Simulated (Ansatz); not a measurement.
# Photoemission of Si(111) with OH, oxygen in 1 back bond, part 2 of 3

What would XPS and angle-resolved spectra of Si(111) with OH, oxygen in 1 back bond look like?

Ansatz 0.2.0; DFT, PBE, plane-wave PAW, default files, scalar-relativistic.

So far: The structure; Bands by layer.

## (2) Bands by layer (continued)

A(k,E), middle over k along the path and E. Zero: valence-band maximum.

Ten even steps from '_' (0.03 eV⁻¹) to '@' (2.28 eV⁻¹), each cell a mean:
```
----==##****++++**%%==--::::--++%%==::::::::::......::++==--
::::--++%%@@@@##====**--::::==####**++++++++++==----====--::
__..::----++**####****@@@@@@@@%%++==--::::::::--====----..__
::::::..::::==++**##%%@@@@@@##++--==++==::::::::--++##==--::
++++++************##%%**++**##**==----====::::::--====--==++
--------::........::::==++==----==------==**++====++======--
______________________..::..____..::====----==++++::________
________________________________________..::::::____________
________________________....________________________________
__________________..--******==--..__________________________
______________..--++**##@@@@**==----::::..........__________
__....::::--==******##**==++%%%%##++======--::::::....______
--------::--======++++::..::==++++++++++==++++++++++========
--------==++====++==__________::--------++******++++==------
----==++**++====::______________::----::::::....--========--
::::----::::--::..................::::::::::::::::::----::::
======--::::::::::....________....::::::::::....::::--======
::::....::--::......................::::..__________....::::
......::::::..______________________..::::..______________..
::::::--::..__________________________..::::..______......::
------....::::::::::::::::::::::::::::::::::------==========
::::::::..______________________________..::::------::::::::
```
Columns: k along the path (Å⁻¹) from 0 to 2.58; rows upwards: E (eV) from -7.18 to 4.99.

A(k,E), bottom over k along the path and E. Zero: valence-band maximum.

Values in eV⁻¹, 12 rows by 16 columns, each cell a mean:
```
0.64 0.77 1.27 1.35 1.20 1.11 0.53 0.68 1.51 1.08 0.87 0.62 0.39 0.40 0.90 0.70
0.23 0.39 0.55 0.89 1.12 1.37 1.89 1.77 0.91 0.53 0.39 0.39 0.49 0.60 0.60 0.23
0.51 0.42 0.40 0.43 0.59 0.83 0.79 0.85 0.79 0.53 0.51 0.42 0.36 0.61 0.42 0.52
0.05 0.05 0.04 0.05 0.05 0.07 0.25 0.14 0.10 0.31 0.46 0.63 0.71 0.36 0.12 0.06
0.01 0.02 0.02 0.02 0.03 0.07 0.23 0.15 0.05 0.04 0.04 0.06 0.06 0.03 0.02 0.01
0.02 0.02 0.03 0.06 0.33 0.89 1.33 1.20 0.64 0.35 0.14 0.08 0.06 0.03 0.02 0.02
0.11 0.16 0.25 0.60 0.85 0.84 0.38 0.57 0.89 0.70 0.75 0.67 0.63 0.38 0.16 0.11
0.35 0.45 0.81 0.74 0.65 0.15 0.04 0.05 0.38 0.51 0.38 0.46 0.49 0.69 0.57 0.36
1.16 1.13 0.82 0.61 0.30 0.22 0.22 0.22 0.23 0.50 0.64 0.59 0.62 0.70 1.00 1.16
0.34 0.23 0.18 0.27 0.21 0.18 0.18 0.18 0.18 0.25 0.25 0.22 0.19 0.19 0.24 0.32
0.06 0.19 0.32 0.23 0.24 0.19 0.15 0.17 0.22 0.25 0.29 0.23 0.07 0.07 0.07 0.06
0.41 0.37 0.35 0.29 0.22 0.27 0.31 0.29 0.24 0.25 0.34 0.44 0.52 0.50 0.44 0.41
```
Columns: k along the path (Å⁻¹) from 0 to 2.58; rows upwards: E (eV) from -7.18 to 4.99.

Peaks of A(k,E) at the labelled points: for each region the eleven nearest the zero at most, each over 6 % of that point's highest, less those above the energy where the solved bands run out; weight and spread sum the levels within three half widths or 0.3 eV, so near peaks share levels. Peaks of the spectral function, the first 40 of 132 rows:

| point | weight on | E (eV) | A (1/eV) | weight near the peak | rms spread of levels (eV) |
| --- | --- | --- | --- | --- | --- |
| K | total | -3.66 | 2.551 | 1.639 | 0.176 |
| K | total | -3.3 | 3.591 | 1.655 | 0.13 |
| K | total | -2.42 | 2.308 | 0.854 | 0.127 |
| K | total | -2.02 | 2.652 | 1.085 | 0.128 |
| K | total | -1.22 | 0.52 | 0.127 | 0.064 |
| K | total | -0.74 | 0.604 | 0.162 | 0 |
| K | total | 1.86 | 1.524 | 0.389 | 0 |
| K | total | 2.18 | 2.219 | 0.602 | 0.05 |
| K | total | 2.68 | 3.141 | 1.79 | 0.123 |
| K | total | 2.78 | 3.159 | 1.79 | 0.123 |
| K | total | 3.1 | 1.345 | 0.949 | 0.178 |
| K | top | -3.48 | 0.921 | 0.626 | 0.187 |
| K | top | -3.2 | 0.805 | 0.478 | 0.179 |
| K | top | -2.38 | 0.277 | 0.06 | 0.06 |
| K | top | -2.02 | 0.686 | 0.289 | 0.12 |
| K | top | -1.22 | 0.222 | 0.064 | 0.072 |
| K | top | -0.74 | 0.241 | 0.067 | 0 |
| K | top | 1.86 | 0.266 | 0.069 | 0 |
| K | top | 2.18 | 0.372 | 0.113 | 0.074 |
| K | top | 2.78 | 0.405 | 0.212 | 0.122 |
| K | top | 3.1 | 0.196 | 0.148 | 0.22 |
| K | top | 3.32 | 0.16 | 0.079 | 0.156 |
| K | middle | -4.12 | 1.099 | 0.83 | 0.172 |
| K | middle | -3.3 | 1.356 | 0.581 | 0.118 |
| K | middle | -2.42 | 1.376 | 0.497 | 0.108 |
| K | middle | -2.02 | 1.535 | 0.627 | 0.125 |
| K | middle | -1.22 | 0.221 | 0.049 | 0.054 |
| K | middle | -0.74 | 0.268 | 0.071 | 0 |
| K | middle | 1.86 | 1.04 | 0.272 | 0 |
| K | middle | 2.18 | 1.473 | 0.402 | 0.038 |
| K | middle | 2.68 | 1.707 | 0.977 | 0.124 |
| K | middle | 2.78 | 1.704 | 0.977 | 0.124 |
| K | middle | 3.08 | 0.645 | 0.46 | 0.149 |
| K | bottom | -4.34 | 0.858 | 0.57 | 0.142 |
| K | bottom | -3.92 | 1.86 | 0.967 | 0.143 |
| K | bottom | -3.32 | 1.457 | 0.555 | 0.101 |
| K | bottom | -2.42 | 0.59 | 0.205 | 0.093 |
| K | bottom | -2.04 | 0.306 | 0.117 | 0.139 |
| K | bottom | 1.86 | 0.181 | 0.039 | 0 |
| K | bottom | 2.18 | 0.328 | 0.076 | 0.052 |

The DOS has structure finer than the step of the table below, so its rows give means over 1 eV, whole bins alone (the curve runs from -22.7 to 4.80 eV). Peaks (eV: height): total -4.0: 26.6, -2.7: 23.8, -1.7: 22.8, 4.4: 33.1; Si 3p -4.0: 14.7, -2.7: 18.2, -1.7: 18.9, 4.3: 17.0; Si 3s -9.8: 6.39, -9.4: 9.41, -8.6: 6.07, -6.3: 7.07; O 2p -7.9: 4.92, -4.9: 7.46, -3.8: 8.71, -3.5: 7.82; H 1s -20.4: 1.63, -7.9: 1.46, -6.3: 1.94, -4.0: 3.11.

The DOS by E, zero at the valence-band maximum; means over each step; values in states/eV/cell:

| E (eV) | total | Si 3p | Si 3s | O 2p | H 1s | O 2s |
| --- | --- | --- | --- | --- | --- | --- |
| -22 | 0 | 0 | 0 | 0 | 0 | 0 |
| -21 | 3.38 | 0.241 | 0.202 | 0.0743 | 0.443 | 2.39 |
| -20 | 6.62 | 0.617 | 0.322 | 0.144 | 0.617 | 4.87 |
| -19 | 0 | 0 | 0 | 0 | 0 | 1.3e-5 |
| -18 | 0 | 0 | 0 | 0 | 0 | 0 |
| -17 | 0 | 0 | 0 | 0 | 0 | 0 |
| -16 | 0 | 0 | 0 | 0 | 0 | 0 |
| -15 | 0 | 0 | 0 | 0 | 0 | 0 |
| -14 | 0 | 0 | 0 | 0 | 0 | 0 |
| -13 | 0 | 0 | 0 | 0 | 0 | 0 |
| -12 | 0.178 | 0.0119 | 0.160 | 0.00130 | 0.00318 | 3.0e-4 |
| -11 | 4.17 | 0.773 | 3.06 | 0.202 | 0.0854 | 0.0148 |
| -10 | 8.35 | 1.83 | 5.08 | 1.08 | 0.286 | 0.0264 |
| -9 | 10.6 | 2.48 | 5.64 | 1.74 | 0.603 | 0.0369 |
| -8 | 8.85 | 2.20 | 3.01 | 2.66 | 0.770 | 0.110 |
| -7 | 6.92 | 2.77 | 2.57 | 1.03 | 0.355 | 0.116 |
| -6 | 10.8 | 4.78 | 3.19 | 1.76 | 0.718 | 0.195 |
| -5 | 10.1 | 3.50 | 1.41 | 4.38 | 0.380 | 0.266 |
| -4 | 18.2 | 9.16 | 1.23 | 6.20 | 1.25 | 0.113 |
| -3 | 17.4 | 11.8 | 0.965 | 3.79 | 0.526 | 0.0422 |
| -2 | 17.3 | 14.5 | 0.733 | 1.39 | 0.344 | 0.0312 |
| -1 | 9.58 | 8.21 | 0.213 | 0.791 | 0.132 | 0.0221 |
| 0 | 1.72 | 1.54 | 0.0102 | 0.109 | 0.00152 | 0.00304 |
| 1 | 2.25 | 1.27 | 0.602 | 0.0289 | 0.0338 | 0.0119 |
| 2 | 11.7 | 6.51 | 2.74 | 0.285 | 0.263 | 0.161 |
| 3 | 19.4 | 11.1 | 3.27 | 0.325 | 0.660 | 0.203 |
| 4 | 22.7 | 12.4 | 2.63 | 0.258 | 0.881 | 0.186 |

Sums over each group's atoms; a table of it gives point samples, which can step over narrow peaks. Table of DOS of the group by E, zero at the valence-band maximum; 7 of 14 lines; values in states/eV:

| E (eV) | adsorbate: O 2p | other layers: Si 3p | layer 3: Si 3p | middle: Si 3p | layer 2: Si 3p | other layers: Si 3s | layer 1: Si 3p |
| --- | --- | --- | --- | --- | --- | --- | --- |
| -22 | 0 | 0 | 0 | 0 | 0 | 0 | 0 |
| -21 | 0.0514 | 0 | 6.4e-4 | 1.4e-4 | 0.0214 | 0 | 0.141 |
| -20 | 0.185 | 1.4e-5 | 0.00362 | 4.1e-4 | 0.229 | 4.4e-6 | 0.721 |
| -19 | 0 | 0 | 0 | 0 | 0 | 0 | 0 |
| -18 | 0 | 0 | 0 | 0 | 0 | 0 | 0 |
| -17 | 0 | 0 | 0 | 0 | 0 | 0 | 0 |
| -16 | 0 | 0 | 0 | 0 | 0 | 0 | 0 |
| -15 | 0 | 0 | 0 | 0 | 0 | 0 | 0 |
| -14 | 0 | 0 | 0 | 0 | 0 | 0 | 0 |
| -13 | 0 | 0 | 0 | 0 | 0 | 0 | 0 |
| -12 | 3.0e-5 | 1.0e-4 | 2.1e-5 | 0 | 7.0e-5 | 0.00129 | 7.2e-5 |
| -11 | 0.0876 | 0.0647 | 0.0599 | 0.0657 | 0.0391 | 0.358 | 0.0476 |
| -10 | 1.56 | 0.485 | 0.239 | 0.255 | 0.352 | 1.57 | 0.315 |
| -9 | 2.09 | 0.523 | 0.212 | 0.294 | 0.458 | 1.36 | 0.298 |
| -8 | 3.65 | 0.947 | 0.754 | 0.0666 | 0.173 | 1.59 | 1.36 |
| -7 | 0.594 | 0.752 | 0.137 | 0.616 | 0.375 | 1.06 | 0.389 |
| -6 | 1.06 | 0.776 | 0.487 | 0.521 | 0.544 | 0.590 | 0.458 |
| -5 | 5.36 | 0.556 | 0.763 | 0.391 | 0.863 | 0.291 | 1.11 |
| -4 | 6.77 | 7.47 | 1.14 | 0.985 | 1.69 | 0.281 | 1.67 |
| -3 | 3.03 | 3.31 | 1.92 | 1.96 | 1.54 | 0.190 | 0.546 |
| -2 | 1.27 | 4.07 | 2.92 | 2.38 | 2.40 | 0.241 | 1.02 |
| -1 | 0.657 | 1.78 | 0.716 | 0.765 | 1.94 | 0.0162 | 1.25 |
| 0 | 0.200 | 0.327 | 0.213 | 0.273 | 0.679 | 9.7e-4 | 0.491 |
| 1 | 0.0239 | 0.319 | 0.318 | 0.388 | 0.131 | 0.151 | 0.180 |
| 2 | 0.410 | 2.88 | 1.55 | 1.78 | 1.24 | 1.49 | 1.40 |
| 3 | 0.282 | 3.78 | 2.49 | 2.24 | 1.34 | 1.19 | 1.45 |
| 4 | 0.233 | 4.28 | 1.84 | 2.34 | 1.35 | 1.11 | 1.51 |

Simulated valence spectra by photon energy, shown to 13 eV, since a deeper line would dwarf them at some energies; the 100 % can be that line's tail at the edge; this run's widths, added to any smearing of the DOS itself: Gaussian 0.45 eV, Lorentzian 0.1 eV plus 0.03 an eV of depth. The intensity by binding energy, zero at the valence-band maximum; values in % of the maximum within 13 eV:

| binding energy (eV) | 21.2 eV | 100 eV | 1486.7 eV | 5414.7 eV |
| --- | --- | --- | --- | --- |
| -1 | 0.582 | 0.622 | 1.15 | 0.666 |
| 0 | 3.33 | 3.68 | 7.72 | 2.95 |
| 1 | 13.9 | 15.1 | 32.1 | 13.3 |
| 2 | 24.0 | 24.8 | 54.8 | 27.2 |
| 3 | 53.1 | 53.0 | 60.8 | 30.4 |
| 4 | 91.0 | 91.4 | 81.3 | 40.3 |
| 5 | 67.0 | 69.7 | 76.3 | 43.2 |
| 6 | 27.1 | 28.8 | 72.4 | 57.8 |
| 7 | 19.2 | 19.7 | 56.9 | 49.7 |
| 8 | 44.6 | 42.0 | 81.3 | 67.4 |
| 9 | 29.0 | 27.3 | 87.8 | 84.6 |
| 10 | 18.8 | 18.7 | 87.6 | 85.5 |
| 11 | 4.57 | 5.20 | 44.7 | 46.0 |
| 12 | - | 1.26 | 8.72 | 8.70 |

Maxima picked by a test of local sharpness, so broad peaks and shoulders can be missing; peaks within 0.45 eV of a curve's cut are left out. Valence peaks, by row:

| photon energy (eV) | binding energy (eV) | height (% of the maximum within 13 eV) | main shell | its share (%) |
| --- | --- | --- | --- | --- |
| 21.2 | 9.127 | 29.59 | O 2p | 86.06 |
| 21.2 | 7.877 | 46.02 | O 2p | 86.85 |
| 21.2 | 4.777 | 73.09 | O 2p | 97.73 |
| 21.2 | 3.727 | 100 | O 2p | 97.9 |
| 21.2 | 1.727 | 26.67 | O 2p | 89.44 |
| 100 | 20.33 | 56.28 | O 2s | 94.46 |
| 100 | 9.127 | 27.86 | O 2p | 89.58 |
| 100 | 7.877 | 43.28 | O 2p | 90.48 |
| 100 | 4.777 | 75.67 | O 2p | 92.49 |
| 100 | 3.727 | 100 | O 2p | 95.91 |
| 100 | 1.727 | 27.86 | O 2p | 83.89 |
| 1487 | 20.33 | 282 | O 2s | 96.06 |
| 1487 | 9.477 | 100 | Si 3s | 84.56 |
| 1487 | 7.977 | 81.69 | Si 3s | 65.98 |
| 1487 | 6.377 | 87.79 | Si 3s | 61.34 |
| 1487 | 4.877 | 77.85 | Si 3s | 32.34 |
| 1487 | 3.877 | 83.22 | O 2p | 35 |
| 1487 | 2.777 | 62.23 | Si 3p | 45.49 |
| 1487 | 1.727 | 61.41 | Si 3p | 61.71 |
| 5415 | 20.33 | 140.2 | O 2s | 94.32 |
| 5415 | 9.477 | 100 | Si 3s | 95.73 |
| 5415 | 7.977 | 67.47 | Si 3s | 88.2 |
| 5415 | 6.377 | 75.3 | Si 3s | 83.97 |
| 5415 | 4.977 | 43.2 | Si 3s | 64.11 |
| 5415 | 3.927 | 40.81 | Si 3s | 60.69 |
| 5415 | 2.727 | 32.85 | Si 3s | 59.33 |
| 5415 | 1.777 | 29.36 | Si 3s | 48.35 |

The planar mean, electrostatic potential oscillates, so the rows of the table below give means over windows of 1 Å about each position, cut where the curve ends. Its maxima inside the range that stand out by 2 % of the span (Å: eV): 10.4: 2.05, 13.6: 2.05, 16.6: 0.983. Its minima: 8.9: -11.4, 12.1: -11.3, 15.2: -10.5, 17.3: -1.45.

From the valence-band maximum. Planar mean, electrostatic potential against z; means over each step:

z (Å), planar mean, electrostatic potential (eV) and a bar from the least value:
```
        0        4.7 ##############################
        1        4.6 #############################
        2        4.6 #############################
        3        4.6 #############################
        4        4.6 #############################
        5        4.6 #############################
        6        4.4 #############################
        7        2.5 #########################
        8       -4.0 ############
        9      -10.1 
       10       -1.0 ##################
       11       -2.5 ###############
       12      -10.3 
       13       -2.6 ###############
       14       -0.9 ##################
       15       -9.5 ##
       16       -5.5 #########
       17       -0.3 ####################
       18        2.7 ##########################
       19        4.9 ##############################
       20        4.9 ##############################
       21        4.9 ##############################
       22        4.9 ##############################
       23        4.9 ##############################
       24        4.9 ##############################
```

The intensity has structure finer than the step of the table below, so its rows give means over 1 eV, whole bins alone (the curve runs from -22.7 to 1.40 eV). Peaks (eV: height): O K -7.9: 40.2, -3.7: 99.8; O K, E along x -3.7: 113; O K, E along y -7.8: 41.4, -3.6: 121; O K, E along z -7.9: 48.9, -4.8: 87.2; Si K-beta -1.8: 100.0.

Shapes are the site's partial DOS without matrix elements, which overweights lines from ligand s bands. The intensity by emission energy less the core level's binding energy, zero at the valence-band maximum; means over each step; 7 of 9 lines; values in % of the unpolarised maximum:

| emission energy less the core level's binding energy (eV) | O K | O K, E along x | O K, E along y | O K, E along z | Si K-beta | Si K-beta, E along x | Si K-beta, E along y |
| --- | --- | --- | --- | --- | --- | --- | --- |
| -22 | 0.276 | 0.344 | 0.263 | 0.221 | 0.628 | 0.221 | 0.499 |
| -21 | 1.15 | 1.50 | 1.13 | 0.805 | 1.97 | 0.392 | 1.49 |
| -20 | 1.53 | 1.67 | 1.67 | 1.24 | 2.75 | 0.456 | 2.87 |
| -19 | 0.438 | 0.462 | 0.449 | 0.404 | 1.05 | 0.324 | 1.17 |
| -18 | 0.230 | 0.221 | 0.236 | 0.233 | 0.530 | 0.324 | 0.547 |
| -17 | 0.218 | 0.195 | 0.223 | 0.236 | 0.461 | 0.373 | 0.463 |
| -16 | 0.247 | 0.210 | 0.253 | 0.279 | 0.494 | 0.454 | 0.494 |
| -15 | 0.308 | 0.250 | 0.315 | 0.358 | 0.591 | 0.576 | 0.590 |
| -14 | 0.414 | 0.319 | 0.427 | 0.496 | 0.771 | 0.778 | 0.771 |
| -13 | 0.621 | 0.442 | 0.649 | 0.772 | 1.14 | 1.18 | 1.15 |
| -12 | 1.23 | 0.727 | 1.32 | 1.65 | 2.38 | 2.45 | 2.39 |
| -11 | 5.04 | 2.02 | 6.12 | 6.99 | 6.93 | 7.38 | 7.07 |
| -10 | 16.7 | 8.20 | 18.6 | 23.4 | 13.8 | 15.2 | 14.2 |
| -9 | 25.2 | 16.5 | 21.5 | 37.7 | 17.3 | 19.0 | 18.1 |
| -8 | 34.7 | 26.5 | 35.6 | 41.9 | 18.7 | 18.3 | 17.8 |
| -7 | 22.1 | 20.9 | 27.3 | 18.1 | 25.2 | 24.8 | 24.3 |
| -6 | 29.5 | 29.3 | 28.9 | 30.4 | 33.1 | 32.5 | 31.2 |
| -5 | 62.8 | 67.6 | 45.6 | 75.2 | 35.5 | 36.0 | 33.6 |
| -4 | 88.7 | 101 | 94.4 | 71.0 | 64.2 | 64.1 | 59.0 |
| -3 | 58.4 | 65.6 | 68.1 | 41.5 | 83.4 | 85.5 | 82.4 |
| -2 | 24.7 | 33.0 | 25.1 | 16.0 | 96.9 | 99.3 | 97.7 |
| -1 | 13.9 | 21.0 | 14.6 | 6.10 | 63.7 | 71.8 | 72.1 |
| 0 | 3.46 | 6.34 | 2.80 | 1.22 | 20.3 | 28.1 | 24.4 |

Broadened DOS, unweighted empty DOS against E, zero at the valence-band maximum; read off at these points:

| E (eV) | broadened DOS, unweighted empty DOS (states/eV/cell) |
| --- | --- |
| -0.95 | 0 |
| -0.75 | 0 |
| -0.55 | 0 |
| -0.45 | 0 |
| -0.25 | 0 |
| -0.05 | 0 |
| 0.05 | 7.2e-5 |
| 0.15 | 4.4e-4 |
| 0.25 | 0.00229 |
| 0.45 | 0.0364 |
| 0.65 | 0.297 |
| 0.85 | 1.27 |
| 0.95 | 2.08 |
| 1.15 | 3.68 |
| 1.35 | 4.64 |
| 1.55 | 6.64 |
| 1.65 | 8.46 |
| 1.85 | 12.3 |
| 2.05 | 13.5 |
| 2.25 | 13.0 |
| 2.35 | 13.3 |
| 2.55 | 15.8 |
| 2.75 | 18.7 |
| 2.95 | 20.0 |
| 3.05 | 20.2 |
| 3.25 | 19.6 |
| 3.45 | 18.1 |
| 3.65 | 17.4 |
| 3.75 | 17.8 |
| 3.95 | 20.7 |
| 4.15 | 25.2 |

Recipe: projected DOS times atomic cross section and asymmetry factor (linear light, 54.7° from the polarisation), occupied states only, Fermi edge at 20 K, a Lorentzian width of 0.1 eV growing by 0.03 eV per eV of binding energy, and a resolution of 0.45 eV. Each atom is damped by exp[−depth/(λ cos θ)], θ = 75° from the normal, λ from the universal curve. Curves are cut 10 eV under the photon energy, above any shell that the free atom's threshold puts out of reach, or at the lower edge of the window: 11.2 eV at 21.2 eV, 22.7 eV at 100 eV, 22.7 eV at 1486.7 eV and 22.7 eV at 5414.7 eV. Matrix elements of the solid and inelastic losses aren't modelled, nor non-dipole terms, which matter above 3 keV.

How the area divides among the shells (%):

| shell | 21.2 eV | 100 eV | 1486.7 eV | 5414.7 eV |
| --- | --- | --- | --- | --- |
| O 2s | 0.0 | 21.6 | 43.5 | 32.7 |
| O 2p | 93.0 | 72.9 | 9.0 | 1.9 |
| H 1s | 3.6 | 0.5 | 0.1 | 0.0 |
| Si 3s | 0.9 | 1.7 | 34.4 | 58.6 |
| Si 3p | 2.4 | 3.4 | 13.0 | 6.7 |

Regions along c: top from 15.2 to 21.7 Å, middle from 9.8 to 14.9 Å, bottom from 3.0 to 9.7 Å.

The largest force component on a free atom is 0.023 eV/Å, so the atoms are at rest for these settings too.

(Continued in part 3 of 3.)

[Logs are printed without paths, hosts, clocks, repeated set-up lines and the standing remarks that a program may print on its own settings, such as how far it seeks lower states.]

[Hosts, paths, dates, database ids (printed as entryN), source tags and the programs' standing remarks are cut or masked in the printed files.]

[Maps of the electrostatic potential energy from Ansatz leave out the sawtooth potential of an applied field or a dipole correction, so their vacuum need not be flat; work functions include it.]
